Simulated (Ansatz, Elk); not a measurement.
# How far do independent atoms describe BaSc3?, part 2 of 2

Structure refinements treat a crystal as free atoms side by side. For a made-up structure of BaSc3 (cell and positions from a PBE relaxation) the runs below show what the calculated density changes in F(hkl).

Elk 11.2.3 (patched build); all-electron DFT.

So far: The structure; Ground state and structure factors; The highest occupied states alone.

The structure was built from a prototype and need not be the compound's stable phase.

## Step 4: Another functional

Level of this step: DFT, LDA (Perdew-Wang), all-electron APW+lo, Dirac cores, scalar-relativistic bands, static density, no spin (Elk).

The difference from free atoms is small, so it is set against the change that LDA (Perdew-Wang) makes.

The input, elk.in:

```
tasks
  0
  195

xctype
  3

spinpol
  .false.

rgkmax
  7.0

gmaxvr
  14.0

lmaxo
  7

lmaxapw
  8

swidth
  0.002

tshift
  .false.

ramdisk
  .false.

hmaxvr
  5.5

maxscl
  120

epspot
  1e-06

sppath
  './'

avec
  9.35361734124 -0.00000000000 -0.00000000000
  -0.00000000000 9.35361734124 0.00000000000
  -0.00000000000 0.00000000000 9.35361734124

atoms
  2
  'Ba.in'
  1
  -0.0000000000 0.0000000000 0.0000000000   0.000000 0.000000 0.000000
  'Sc.in'
  3
  0.5000000000 -0.0000000000 0.5000000000   0.000000 0.000000 0.000000
  0.5000000000 0.5000000000 -0.0000000000   0.000000 0.000000 0.000000
  0.0000000000 0.5000000000 0.5000000000   0.000000 0.000000 0.000000

ngridk
  5 5 5
```

Started as:

```
$ OMP_NUM_THREADS=4 elk
```

Numbers of over 12 decimals in the logs are rounded to 6 here.

Output:

```text
┌─────────────────────────┐
│ Elk code version 11.2.3 │
└─────────────────────────┘

All units are atomic (Hartree, Bohr, etc.)

┌─────────────────────────────────────────────────┐
│ Ground-state run starting from atomic densities │
└─────────────────────────────────────────────────┘

Lattice vectors :
   9.353617341      -0.000000000      -0.000000000
  -0.000000000       9.353617341       0.000000000
  -0.000000000       0.000000000       9.353617341

Reciprocal lattice vectors :
  0.6717385454       0.000000000       0.000000000
[...]
valence                     :    53.00000000
 interstitial                :    8.000025055
 muffin-tins (core leakage)
  species : 1 (Ba)
[...]
species : 2 (Sc)
[...]
atom 2                    :    19.04228775     ( -0.3512619530E-05)
   atom 3                    :    19.04228775     ( -0.3512619530E-05)
 total in muffin-tins        :    110.9999749
 total calculated charge     :    119.0001935
 total charge                :    119.0000000
 error                       :   0.1934900288E-03

┌──────────────────────────────┐
│ Self-consistent loop stopped │
└──────────────────────────────┘

Wrote STATE.OUT
[key lines of the parts left out:]
total energy                :     -10420.587915871
```

Wall time 14 s (4 threads of Arm Neoverse V1, shared host); peak memory 0.16 GiB; 28 s of CPU time.

Against the first run R = 0.03 %; the largest change is -0.041 at 220.

## Step 5: A coarser k-mesh

About half the k-points along each axis test the sampling.

Edit elk.in of step 4 so:

```diff
@@ -5,3 +5,3 @@
 xctype
-  3
+  20
 
@@ -60,2 +60,2 @@
 ngridk
-  5 5 5
+  2 2 2
```

Started as:

```
$ OMP_NUM_THREADS=4 elk
```

Output:

```text
┌─────────────────────────┐
│ Elk code version 11.2.3 │
└─────────────────────────┘

All units are atomic (Hartree, Bohr, etc.)

┌─────────────────────────────────────────────────┐
│ Ground-state run starting from atomic densities │
└─────────────────────────────────────────────────┘

Lattice vectors :
   9.353617341      -0.000000000      -0.000000000
  -0.000000000       9.353617341       0.000000000
  -0.000000000       0.000000000       9.353617341

Reciprocal lattice vectors :
  0.6717385454       0.000000000       0.000000000
[...]
valence                     :    53.00000000
 interstitial                :    8.121335680
 muffin-tins (core leakage)
  species : 1 (Ba)
[...]
species : 2 (Sc)
[...]
atom 2                    :    19.00473698     ( -0.2163540476E-06)
   atom 3                    :    19.00473698     ( -0.2163540476E-06)
 total in muffin-tins        :    110.8786643
 total calculated charge     :    119.0001823
 total charge                :    119.0000000
 error                       :   0.1822966219E-03

┌──────────────────────────────┐
│ Self-consistent loop stopped │
└──────────────────────────────┘

Wrote STATE.OUT
[key lines of the parts left out:]
total energy                :     -10431.980458250
```

Elapsed: 21 s, on 4 threads; peak memory 0.2 GiB; 33 s of CPU time.

Against the first run R = 0.02 %; the largest change is -0.058 at 200.

## Step 6: Basis size

The basis and the expansions that go with it are enlarged, to see whether the differences are converged.

Edit elk.in of step 5 so:

```diff
@@ -11,12 +11,12 @@
 rgkmax
-  7.0
+  8.5
 
 gmaxvr
-  14.0
+  18.0
 
 lmaxo
-  7
+  9
 
 lmaxapw
-  8
+  10
 
@@ -60,2 +60,2 @@
 ngridk
-  2 2 2
+  5 5 5
```

Started as:

```
$ OMP_NUM_THREADS=4 elk
```

Output:

```text
┌─────────────────────────┐
│ Elk code version 11.2.3 │
└─────────────────────────┘

All units are atomic (Hartree, Bohr, etc.)

┌─────────────────────────────────────────────────┐
│ Ground-state run starting from atomic densities │
└─────────────────────────────────────────────────┘

Lattice vectors :
   9.353617341      -0.000000000      -0.000000000
  -0.000000000       9.353617341       0.000000000
  -0.000000000       0.000000000       9.353617341

Reciprocal lattice vectors :
  0.6717385454       0.000000000       0.000000000
[...]
valence                     :    53.00000000
 interstitial                :    8.029486702
 muffin-tins (core leakage)
  species : 1 (Ba)
[...]
species : 2 (Sc)
[...]
atom 2                    :    19.03092110     ( -0.2163492017E-06)
   atom 3                    :    19.03092110     ( -0.2163492017E-06)
 total in muffin-tins        :    110.9705133
 total calculated charge     :    118.9999924
 total charge                :    119.0000000
 error                       :   0.7564162360E-05

┌──────────────────────────────┐
│ Self-consistent loop stopped │
└──────────────────────────────┘

Wrote STATE.OUT
[key lines of the parts left out:]
total energy                :     -10431.999561872
```

Wall time 59 s (4 threads); peak memory 0.41 GiB.

Against the first run R = 0.01 %; the largest change is +0.017 at 200.

## Step 7: Settings against the effect

| run | R against the first run (%) | R against neutral atoms, low angle (%) | wall time |
| --- | --- | --- | --- |
| PBE, rgkmax 7 | 0.00 | 0.23 | 24 s |
| LDA (Perdew-Wang) | 0.03 | 0.21 | 14 s |
| k-mesh 2×2×2 | 0.02 | 0.28 | 21 s |
| rgkmax 8.5 with larger expansions | 0.01 | 0.23 | 59 s |

## Step 8: What came out

```
R against neutral atoms, sin θ/λ < 0.3 Å⁻¹ : 0.23 %
R against neutral atoms, 0.3 to 0.83 Å⁻¹   : 0.14 %
```

**Reading.** Independent neutral atoms miss the calculated amplitudes by R = 0.23 % below 0.3 Å⁻¹ and 0.14 % from there to 0.83 Å⁻¹; by shells, 0.38 % below 0.15 Å⁻¹ (2 forms), 0.21 % 0.15 to 0.3 (5 forms), 0.10 % 0.3 to 0.45 (13 forms), 0.15 % above 0.45 (66 forms). Bonding, aspherical density and the tables' own atoms all enter these figures, and the runs don't part them. The largest change of an amplitude is -0.40 electrons, at 111. The window's part falls from 17.0 electrons at the origin to at most 0.23 between 0.45 and 0.83 Å⁻¹. The window holds more than the 11 outer electrons of the free atoms, so shallow core shells lie inside it. Below 0.3 Å⁻¹ the changes that finished (LDA (Perdew-Wang), k-mesh 2×2×2 and rgkmax 8.5 with larger expansions) move F by R = 0.06 % at most, against the 0.23 % that separates it from free atoms. Part of the difference isn't bonding: the tables are fits to free atoms and ions calculated by other methods than this functional. Thermal motion, anomalous dispersion and extinction are left out.

[Logs are printed without paths, hosts, clocks, repeated set-up lines and the standing remarks that a program may print on its own settings, such as how far it seeks lower states.]

[Hosts, paths, dates, database ids (printed as entryN), source tags and the programs' standing remarks are cut or masked in the printed files.]
